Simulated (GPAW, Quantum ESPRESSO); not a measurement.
# Near-edge structure at the Cl K edge of LiCl (Fm-3m), part 2 of 2

What does one-electron theory with a core hole give for the Cl K edge of LiCl (Fm-3m)?

GPAW 26.7.0; X-ray absorption from dipole matrix elements to empty bands, plane-wave PAW LDA.

So far. Step 2 (Ground state of the crystal): The mesh shows a gap of 5.99 eV, so the hole is first treated in a charged cell, without the excited electron. Step 3 (Spectrum without a core hole, Cl atom 1): Main maxima below 24 eV (height): 2.1 eV (0.82), 4.1 eV (2.65), 5.2 eV (3.35), 7.8 eV (0.99), 16.0 eV (1.02) and 23.0 eV (0.95). A K edge sees empty p states on the absorber.

The database entry behind the starting cell differs from later determinations by our own check (0.1 to 0.3 % short, probably kX units), so it need not match the best structure at ambient conditions.

### 5. Spectrum with FCH, Cl atom 1

The holes are 7.3 Å apart. In GPAW the data set carries the hole's charge, so charge=0 means a charged cell and charge=-1 a neutral one. The excited electron is left out and a uniform background balances the charge. After the field has converged, empty bands are computed with the density fixed and the dipole matrix elements are summed.

Contents of xas.py:

```python
import numpy as np
from ase import Atoms
from ase.parallel import parprint, paropen
from gpaw import GPAW, PW, FermiDirac, Mixer, MixerDif, setup_paths
from gpaw.test import gen
setup_paths.insert(0, '.')
gen('Cl', name='fch1s', xcname='LDA', corehole=(1, 0, 1), write_xml=True)
from gpaw.mpi import world
world.barrier()

atoms = Atoms('Cl8Li8',
    cell=[[0, 5.12954, 5.12954],
     [5.12954, 0, 5.12954],
     [5.12954, 5.12954, 0]],
    scaled_positions=[[0.25, 0.25, 0.25],
     [0.25, 0.25, 0.75],
     [0.25, 0.75, 0.25],
     [0.75, 0.25, 0.25],
     [0.25, 0.75, 0.75],
     [0.75, 0.25, 0.75],
     [0.75, 0.75, 0.25],
     [0.75, 0.75, 0.75],
     [0, 0, 0],
     [0, 0, 0.5],
     [0, 0.5, 0],
     [0.5, 0, 0],
     [0, 0.5, 0.5],
     [0.5, 0, 0.5],
     [0.5, 0.5, 0],
     [0.5, 0.5, 0.5]],
    pbc=True)
atoms.calc = calc = GPAW(legacy_gpaw=True, mode=PW(500, force_complex_dtype=True), xc='LDA', setups={0: 'fch1s'},
    kpts={'size': (3, 3, 3), 'gamma': True}, occupations=FermiDirac(0.02),
    charge=0, mixer=Mixer(0.1, 5, 50), maxiter=150,
    convergence={'density': 0.0001, 'eigenstates': 1e-6}, txt='scf.txt')
energy = atoms.get_potential_energy() + calc.get_reference_energy()
ef = calc.get_fermi_level()
out = dict(energy=energy, fermi=ef, forces=atoms.get_forces().tolist())
parprint(f'all-electron energy {energy:.4f} eV, Fermi level {ef:.4f} eV')
ev = np.array([[calc.get_eigenvalues(k, s) for k in range(len(calc.get_ibz_k_points()))] for s in range(calc.get_number_of_spins())])
out['homo'], out['lumo'], out['counts'] = ev[ev < ef].max(), ev[ev > ef].min(), sorted(set((ev < ef).sum((0, 2)).tolist()))
out['filled'] = (ev[:, 0] < ef).sum(1).tolist()

from ase.units import Ha
from gpaw.xas import dipole_matrix_elements
nb = int(calc.get_number_of_electrons() / 2) + 163
top, nb = nb, nb + 8 + nb // 12
nscf = calc.fixed_density(kpts={'size': (4, 4, 4), 'gamma': True}, nbands=nb,
    convergence={'bands': top, 'eigenstates': 5e-3}, maxiter=60, txt='nscf.txt')
cell = atoms.cell.array
ops = [cell.T @ U.T @ np.linalg.inv(cell.T) for U in nscf.wfs.kd.symmetry.op_scc]
filled = [32]  # bands filled in the ground state, by spin
E = np.arange(-6, 34, 0.1)
fwhm = np.interp(E, [4, 25], [0.9, 3.5])
Y, X, zero, highest = 0, 0, 1e9, 1e9
for spin in range(nscf.get_number_of_spins()):
    wfs = nscf.wfs
    mine = wfs.bd.get_slice()  # this rank's bands
    A = dipole_matrix_elements(wfs.setups[0])
    eps = np.zeros((wfs.kd.nibzkpts, nb))
    d = np.zeros((3, A.shape[1], wfs.kd.nibzkpts, nb), complex)
    for kpt in wfs.kpt_u:
        if kpt.s == spin and 0 in kpt.P_ani:
            eps[kpt.k, mine] = kpt.eps_n * Ha
            d[:, :, kpt.k, mine] = (kpt.weight * wfs.nspins / 2) ** 0.5 * np.inner(A, kpt.P_ani[0])
    world.sum(eps)
    world.sum(d)
    T = np.einsum('amkn,bmkn->abkn', d, d.conj()).real
    T = sum(np.einsum('ai,ijkn,bj->abkn', R, T, R) for R in ops) / len(ops)
    empty = np.ones_like(eps, bool) & (np.arange(nb) >= filled[spin])
    zero, highest = min(zero, eps[empty].min()), min(highest, eps[:, top - 1].min())
    lines = [(eps, T, empty)] if spin == 0 else lines + [(eps, T, empty)]
for eps, T, empty in lines:
    f = np.einsum('aakn->akn', T).reshape(3, -1)
    x = eps.ravel() - zero
    w = np.interp(x, E, fwhm) / 2.35482
    g = np.exp(-0.5 * ((E[:, None] - x) / w) ** 2) / (w * (2 * np.pi) ** 0.5)
    Y = Y + (f * empty.ravel()) @ g.T
    X = X + (f * ~empty.ravel()) @ g.T
out.update(E=E.round(2).tolist(), xas=Y.tolist(), xes=X.tolist(), zero=zero, valid=highest - zero, nk=len(eps), nb=nb)
for i in range(0, len(E), 10):
    parprint(f'{E[i]:7.2f}', *(f'{v:10.3e}' for v in Y[:, i]))
import json
with paropen('out.json', 'w') as f:
    json.dump(out, f)
```

On the command line:

```
> OMP_NUM_THREADS=1 mpirun -n 4 gpaw python xas.py
```

Numbers of over 12 decimals in the logs are rounded to 6 here.

Output:

```text
Input parameters:
  convergence: {density: 0.0001,
                eigenstates: 1e-06}
  kpts: {gamma: True,
         size: (3, 3, 3)}
  maxiter: 150
  mixer: {backend: pulay,
          beta: 0.1,
          method: separate,
          nmaxold: 5,
          weight: 50}
  mode: {ecut: 500.0,
         force_complex_dtype: True,
         name: pw}
  occupations: {fixmagmom: False,
                name: fermi-dirac,
                width: 0.02}
  setups: {0: fch1s}

Initialize ...

[... PAW data sets ...]

Reference energy: -98913.838460  # eV

Spin-paired calculation

[... convergence settings ...]
Symmetries present (total): 24
  [... symmetry matrices ...]

27 k-points: 3 x 3 x 3 Monkhorst-Pack grid
4 k-points in the irreducible part of the Brillouin zone
       k-points in crystal coordinates                weights
   0:     0.00000000    0.00000000    0.00000000          1/27
   1:     0.33333333    0.33333333   -0.33333333         12/27
   2:     0.33333333    0.33333333    0.00000000          6/27
   3:     0.33333333    0.33333333    0.33333333          8/27

Wave functions: Plane wave expansion
  Cutoff energy: 500.000 eV
  Number of coefficients (min, max): 6844, 6883
  Pulay-stress correction: 0.000000 eV/Ang^3 (de/decut=0.000000)
  Using FFTW library
  Wavefunction extrapolation:
    Improved wavefunction reuse through dual PAW basis

Occupation numbers: Fermi-Dirac:
  width: 0.0200  # eV

Eigensolver
   Davidson(niter=2)

Densities:
  Coarse grid: 40*40*40 grid
  Fine grid: 80*80*80 grid
  Total Charge: 1.000000

Density mixing:
  Method: separate
  Backend: pulay
  Linear mixing parameter: 0.1
  old densities: 5
  Width of damping distribution: 1.1
  Damping of long wavelength oscillations: 50

[... Hamiltonian set-up ...]
Number of atoms: 16
Number of atomic orbitals: 64
Number of bands in calculation: 43
Number of valence electrons: 64
Bands to converge: occupied

... initialized

Initializing position-dependent things.

Density initialized from atomic densities
Creating initial wave functions:
  43 bands from LCAO basis set

                               Cl
                       Cl

                        Cl
                 Cl    Li    Cl

               Li    Cl
                 Li    Cl

         Li    Cl    Li
              Li

               Li
       Li

Atomic positions and initial magnetic moments

Positions:
   0 Cl     2.564770    2.564770    2.564770    ( 0.0000,  0.0000,  0.0000)
   1 Cl     5.129540    5.129540    2.564770    ( 0.0000,  0.0000,  0.0000)
   2 Cl     5.129540    2.564770    5.129540    ( 0.0000,  0.0000,  0.0000)
   3 Cl     2.564770    5.129540    5.129540    ( 0.0000,  0.0000,  0.0000)
   4 Cl     7.694310    5.129540    5.129540    ( 0.0000,  0.0000,  0.0000)
   5 Cl     5.129540    7.694310    5.129540    ( 0.0000,  0.0000,  0.0000)
   6 Cl     5.129540    5.129540    7.694310    ( 0.0000,  0.0000,  0.0000)
[...]
13 Li     2.564770    5.129540    2.564770    ( 0.0000,  0.0000,  0.0000)
  14 Li     2.564770    2.564770    5.129540    ( 0.0000,  0.0000,  0.0000)
  15 Li     5.129540    5.129540    5.129540    ( 0.0000,  0.0000,  0.0000)

Unit cell:
           periodic     x           y           z      points  spacing
  1. axis:    yes    0.000000    5.129540    5.129540    40     0.1481
  2. axis:    yes    5.129540    0.000000    5.129540    40     0.1481
  3. axis:    yes    5.129540    5.129540    0.000000    40     0.1481

  Lengths:   7.254265   7.254265   7.254265
  Angles:   60.000000  60.000000  60.000000

Effective grid spacing dv^(1/3) = 0.1616

iter:   1   -78.502801
iter:   2   -78.416519   -2.06  -1.32
iter:   3   -78.179891   -2.36  -1.36
iter:   4   -78.172226   -3.97  -1.72
iter:   5   -78.171927c  -3.38  -1.76
iter:   6   -78.170559c  -4.46  -2.56
iter:   7   -78.170187c  -5.08  -2.76
iter:   8   -78.169956c  -5.35  -3.00
iter:   9   -78.169945c  -5.70  -3.36
iter:  10   -78.169927c  -6.22c -3.54
iter:  11   -78.169928c  -6.92c -4.15c

Converged after 11 iterations.

Dipole moment: (-1.540257, -1.540257, -1.540257) |e|*Ang

Energy contributions relative to reference atoms: (reference = -98913.838460)

Kinetic:        +44.891794
Potential:      -64.806273
External:        +0.000000
XC:             -58.412105
Entropy (-ST):   -0.000000
Local:           +0.156656
SIC:             +0.000000
--------------------------
Free energy:    -78.169928
Extrapolated:   -78.169928

Showing only first 2 kpts
 Kpt  Band  Eigenvalues  Occupancy
  0    30      0.93749    2.00000
  0    31      0.93749    2.00000
  0    32      5.63694    0.00000
  0    33      6.91521    0.00000

  1    30      0.43386    2.00000
  1    31      0.80126    2.00000
  1    32      7.16925    0.00000
[...]
Fermi level: 3.10913

Gap: 4.699 eV
Transition (v -> c):
  (s=0, k=0, n=31, [0.00, 0.00, 0.00]) -> (s=0, k=0, n=32, [0.00, 0.00, 0.00])
No difference between direct/indirect transitions

Forces in eV/Ang:
  0 Cl    0.00000    0.00000    0.00000
  1 Cl    0.00000    0.00000   -0.00000
  2 Cl    0.00000   -0.00000    0.00000
  3 Cl   -0.00000    0.00000    0.00000
  4 Cl    0.00000    0.00000    0.00000
  5 Cl   -0.00000    0.00000    0.00000
  6 Cl    0.00000    0.00000    0.00000
[...]
13 Li    0.00000    0.99682   -0.00000
 14 Li   -0.00000    0.00000    0.99682
 15 Li    0.00000    0.00000    0.00000
Scalar-relativistic atomic LDA calculation for Cl (Chlorine, Z=17)
Core hole in 1s state (1s occupation: 1.0)
450 radial gridpoints.
|------------------------------------------------|
|------------------------------------------------|
[... the atom generator's iteration count ...]

Energy contributions:
-------------------------
Kinetic:     +356.732518
XC:           -22.239746
Potential:   -690.338691
-------------------------
Total:       -355.845919

state      eigenvalue         ekin         rmax
-----------------------------------------------
1s^1.0 :  -107.726002   141.772241        0.059
2s^2.0 :   -10.972790    23.767707        0.349
2p^6.0 :    -8.968435    23.615349        0.282
3s^2.0 :    -1.303438     4.240034        1.185
3p^5.0 :    -0.820961     3.450540        1.257
-----------------------------------------------
(units: Bohr and Hartree)

Generating PAW setup
Kinetic energy of the core from tauc = 331.998599
Cutoffs:
rc(s)=1.500
rc(p)=1.500
rc(d)=1.500
rc(vbar)=1.350
rc(comp)=1.500
rc(nct)=1.500

Kinetic energy of the core states: 330.999752
Charge: 1.0
Core electrons: 9.0
Valence electrons: 7.0
Pseudo-core charge: 0.090694
Shape function alpha=4.444
Pseudo-electron charge 7.494753
state    eigenvalue         norm
--------------------------------
3s(2) :    -1.303438     1.198160
*s    :    -0.303438
3p(5) :    -0.820961     1.001548
*p    :     0.179039
*d    :     0.000000
--------------------------------

Diagonalizing with gridspacing h=0.050

state   all-electron     PAW
-------------------------------
3s:      -1.303438    -1.304343
3p:      -0.820961    -0.822054
*d:                   -0.151956
*f:                   -0.015229
-------------------------------
all-electron energy -98992.0084 eV, Fermi level 3.1091 eV
[...]
31.00  2.240e-06  2.240e-06  2.240e-06
  32.00  2.104e-06  2.104e-06  2.104e-06
  33.00  2.032e-06  2.032e-06  2.032e-06
```

Run time: 55 s. Hardware: 4 MPI ranks of Arm Neoverse V2, shared host; peak memory 0.47 GiB; 3.7 min of CPU time.

The Cl K spectrum, Cl atom 1, full core hole (charged cell) (energy from the lowest empty level; intensity scaled to a mean of 1 over the first 20 eV):

```csv
E (eV),intensity
-2.00,0.00
-1.25,0.00
-0.50,0.00
0.25,0.06
1.00,0.23
1.75,0.85
2.50,1.87
3.25,1.38
4.00,2.60
4.75,3.96
5.50,2.65
6.25,0.70
7.00,0.24
7.75,0.34
8.50,0.50
9.25,0.43
10.00,0.38
10.75,0.42
11.50,0.43
12.25,0.50
13.00,0.63
13.75,0.76
14.50,0.90
15.25,1.05
16.00,1.15
16.75,1.16
17.50,1.05
18.25,0.89
19.00,0.80
19.75,0.81
20.50,0.86
21.25,0.92
22.00,0.99
22.75,1.05
23.50,1.06
24.25,1.00
25.00,0.93
25.75,0.91
26.50,0.94
27.25,1.03
28.00,1.12
28.75,1.21
29.50,1.26
```

Main maxima below 24 eV (height): 2.5 eV (1.87), 4.7 eV (3.96), 8.6 eV (0.50), 16.5 eV (1.17) and 23.2 eV (1.07). 

The hole costs E(hole) − E(ground) = 2822.01 eV, and the lowest empty level of the hole cell on the spectrum's mesh lies at 5.64 eV, which puts the zero at 2827.65 eV. One term is added: -17.80 eV, since the hole is spin-paired here and a spin-polarised one costs that much less in the free atom (computed apart). The photon energy is then 2809.85 eV. The functional and the charged cell's background leave an error in such absolute values: in the free atom LDA prices this hole 9.7 eV below PBE (computed apart), and PBE is itself good to a few eV.

### 6. Excitation energy, Cl atom 1

With the excited electron kept in the cell the system stays neutral, and the energy difference is an excitation energy by itself. In a small cell that electron takes up a good share of the lowest empty band, or all of one, which shifts the value from the true onset.

Changed against the first core-hole run: core hole to XCH, with the smearing that suits a partly filled band.

Contents of scf.py:

```python
import numpy as np
from ase import Atoms
from ase.parallel import parprint, paropen
from gpaw import GPAW, PW, FermiDirac, Mixer, MixerDif, setup_paths
from gpaw.test import gen
setup_paths.insert(0, '.')
gen('Cl', name='fch1s', xcname='LDA', corehole=(1, 0, 1), write_xml=True)
from gpaw.mpi import world
world.barrier()

atoms = Atoms('Cl8Li8',
    cell=[[0, 5.12954, 5.12954],
     [5.12954, 0, 5.12954],
     [5.12954, 5.12954, 0]],
    scaled_positions=[[0.25, 0.25, 0.25],
     [0.25, 0.25, 0.75],
     [0.25, 0.75, 0.25],
     [0.75, 0.25, 0.25],
     [0.25, 0.75, 0.75],
     [0.75, 0.25, 0.75],
     [0.75, 0.75, 0.25],
     [0.75, 0.75, 0.75],
     [0, 0, 0],
     [0, 0, 0.5],
     [0, 0.5, 0],
     [0.5, 0, 0],
     [0, 0.5, 0.5],
     [0.5, 0, 0.5],
     [0.5, 0.5, 0],
     [0.5, 0.5, 0.5]],
    pbc=True)
atoms.calc = calc = GPAW(legacy_gpaw=True, mode=PW(500, force_complex_dtype=True), xc='LDA', setups={0: 'fch1s'},
    kpts={'size': (3, 3, 3), 'gamma': True}, occupations=FermiDirac(0.04),
    charge=-1, mixer=Mixer(0.1, 5, 50), maxiter=150,
    convergence={'density': 0.0001, 'eigenstates': 1e-6}, txt='scf.txt')
energy = atoms.get_potential_energy() + calc.get_reference_energy()
ef = calc.get_fermi_level()
out = dict(energy=energy, fermi=ef, forces=atoms.get_forces().tolist())
parprint(f'all-electron energy {energy:.4f} eV, Fermi level {ef:.4f} eV')
ev = np.array([[calc.get_eigenvalues(k, s) for k in range(len(calc.get_ibz_k_points()))] for s in range(calc.get_number_of_spins())])
out['homo'], out['lumo'], out['counts'] = ev[ev < ef].max(), ev[ev > ef].min(), sorted(set((ev < ef).sum((0, 2)).tolist()))
out['filled'] = (ev[:, 0] < ef).sum(1).tolist()
import json
with paropen('out.json', 'w') as f:
    json.dump(out, f)
```

On the command line:

```
> OMP_NUM_THREADS=1 mpirun -n 4 gpaw python scf.py
```

Output:

```text
Input parameters:
  charge: -1
  convergence: {density: 0.0001,
                eigenstates: 1e-06}
  kpts: {gamma: True,
         size: (3, 3, 3)}
  maxiter: 150
  mixer: {backend: pulay,
          beta: 0.1,
          method: separate,
          nmaxold: 5,
          weight: 50}
  mode: {ecut: 500.0,
         force_complex_dtype: True,
         name: pw}
  occupations: {fixmagmom: False,
[...]
--------------------------------
3s(2) :    -1.303438     1.198160
*s    :    -0.303438
3p(5) :    -0.820961     1.001548
*p    :     0.179039
*d    :     0.000000
--------------------------------

Diagonalizing with gridspacing h=0.050

state   all-electron     PAW
-------------------------------
3s:      -1.303438    -1.304343
3p:      -0.820961    -0.822054
*d:                   -0.151956
*f:                   -0.015229
-------------------------------
all-electron energy -98985.4918 eV, Fermi level 6.8998 eV
[key lines of the parts left out:]
Converged after 15 iterations.
Dipole moment: (-0.793134, -0.793134, -0.793134) |e|*Ang
Free energy:    -71.663534
Fermi level: 6.89981
```

Run time: 11 s. Hardware: 4 MPI ranks; peak memory 0.31 GiB.

The total-energy difference is 2828.53 eV. With the free-atom term of -17.80 eV for this edge, the photon energy is 2810.73 eV.

### 7. With and without the hole

Both curves are counted from their own zero, so only the shift of weight within the empty states shows.

| E (eV) | no hole | FCH |
| --- | --- | --- |
| -2.0 | 0.00 | 0.00 |
| -1.0 | 0.00 | 0.00 |
| 0.0 | 0.02 | 0.03 |
| 1.0 | 0.37 | 0.23 |
| 2.0 | 0.80 | 1.33 |
| 3.0 | 0.96 | 1.45 |
| 4.0 | 2.64 | 2.60 |
| 5.0 | 3.21 | 3.78 |
| 6.0 | 2.07 | 1.19 |
| 7.0 | 0.86 | 0.24 |
| 8.0 | 0.98 | 0.41 |
| 9.0 | 0.55 | 0.47 |
| 10.0 | 0.40 | 0.38 |
| 11.0 | 0.38 | 0.42 |
| 12.0 | 0.54 | 0.46 |
| 13.0 | 0.68 | 0.63 |
| 14.0 | 0.80 | 0.80 |
| 15.0 | 0.94 | 1.00 |
| 16.0 | 1.02 | 1.15 |
| 17.0 | 0.92 | 1.14 |
| 18.0 | 0.77 | 0.94 |
| 19.0 | 0.74 | 0.80 |
| 20.0 | 0.74 | 0.83 |
| 21.0 | 0.79 | 0.90 |
| 22.0 | 0.89 | 0.99 |
| 23.0 | 0.95 | 1.06 |
| 24.0 | 0.89 | 1.03 |
| 25.0 | 0.79 | 0.93 |
| 26.0 | 0.76 | 0.91 |
| 27.0 | 0.81 | 0.99 |
| 28.0 | 0.90 | 1.12 |
| 29.0 | 0.99 | 1.23 |

With each curve scaled to its own mean, the area from −2 to 6 eV with the hole is 10.3 against 9.1, and the centre of weight from −1 to 20 eV moves by +0.1 eV (first and strongest maxima below 20 eV: 2.1 eV (0.82), 4.1 eV (2.65), 5.2 eV (3.35) and 16.0 eV (1.02) without the hole, 2.5 eV (1.87), 4.7 eV (3.96) and 16.5 eV (1.17) with it); the shape changes all the same, by 32 % r.m.s.

### 8. Against the measurement

Features are paired by their description (first, strongest, rising edge, steepest rise) or, failing that, by nearness after a common offset; their character isn't checked. The paper doesn't name the phase; the usual one is assumed.

GPAW LDA (Gaussian full width 0.9 eV up to 4 eV, rising linearly to 3.5 eV at 25 eV):

| measured feature | measured (eV) | computed feature | computed (eV) | difference (eV) | difference less the mean (eV) |
| --- | --- | --- | --- | --- | --- |
| Cl K-edge, first near-edge peak (p1) | 2827 | first maximum | 2812.3 | -14.7 | -0.1 |
| Cl K-edge, second near-edge peak (p2) | 2829 | nearest maximum | 2814.5 | -14.5 | +0.1 |

### 9. Runs not followed above

These runs aren't followed: redraws of a spectrum that repeat one shown, runs with a planted fault or a state judged unsound, or a program's part that gave no sound spectrum.

| program | step | status | elapsed |
| --- | --- | --- | --- |
| Quantum ESPRESSO | ground state | converged | 3.4 s |
| Quantum ESPRESSO | no core hole | converged | 13 s |
| Quantum ESPRESSO | no core hole, redrawn | converged | 4.2 s |
| Quantum ESPRESSO | supercell ground state | crashed | 89 s |
| Quantum ESPRESSO | core-hole potential | converged | 0.66 s |
| Quantum ESPRESSO | supercell with FCH | crashed | 52 s |
| Quantum ESPRESSO | supercell with XCH | converged | 68 s |

### 10. What came out

```json
{
  "absorber and edge": "Cl K, atom 1 of the ground-state input (counted from 1)",
  "surroundings": "6 Li at 2.56 Å (octahedral, site symmetry m-3m)",
  "highest intensity below 16 eV": "4.7 eV above the zero, height 3.96",
  "photon energy of the zero, with the added terms": "2809.8 eV (raw 2827.6 eV; LDA puts this hole about 10 eV below PBE, itself good to a few eV)"
}
```

In words: GPAW LDA lies 14.6 eV below the measured energies on average, of which about 10 eV is this functional's underpricing of the hole against PBE in the free atom; the paired features span 2.2 eV against 2.0 eV measured. Energy scales of different experiments differ by up to about 1 eV. The Cl K edge of atom 1, with 6 Li at 2.56 Å (octahedral, site symmetry m-3m), has its highest intensity of the first 16 eV at 4.7 eV above the zero, near 2815 eV in photon energy (LDA puts this hole about 10 eV below PBE, itself good to a few eV), 4.0 times the mean level of the first 20 eV (Gaussian full width 0.9 eV up to 4 eV, rising linearly to 3.5 eV at 25 eV). With each curve scaled to its own mean, the area from −2 to 6 eV with the hole is 10.3 against 9.1, and the centre of weight from −1 to 20 eV moves by +0.1 eV (first and strongest maxima below 20 eV: 2.1 eV (0.82), 4.1 eV (2.65), 5.2 eV (3.35) and 16.0 eV (1.02) without the hole, 2.5 eV (1.87), 4.7 eV (3.96) and 16.5 eV (1.17) with it); the shape changes all the same, by 32 % r.m.s. The neutral-cell energy lies +0.9 eV from the charged-cell zero, a gap made of the charged-cell error and of where the added electron settles. The same cell was also set up in Quantum ESPRESSO; that part failed, was judged unsound or used a data set known to give false states; its runs are listed without their results. The mesh is coarse (0.27 Å⁻¹ between points), so small maxima may be mesh ripples. The structure is a published determination, not relaxed.

[Banner, clock and machine lines of the logs are left out without a mark of their own.]

[Logs are printed without paths, hosts, clocks, repeated set-up lines and the standing remarks that a program may print on its own settings, such as how far it seeks lower states.]

[Hosts, paths, dates, database ids (printed as entryN), source tags and the programs' standing remarks are cut or masked in the printed files.]

[Lists of maxima count a maximum above −3 eV only where it reaches 4 % of the highest in the window and stands out from its surroundings by 2 % of it (1.5 % where it reaches 55 %); shoulders and weaker maxima are passed over, and of the rest the first, up to two pre-edge ones and the few strongest are named.]
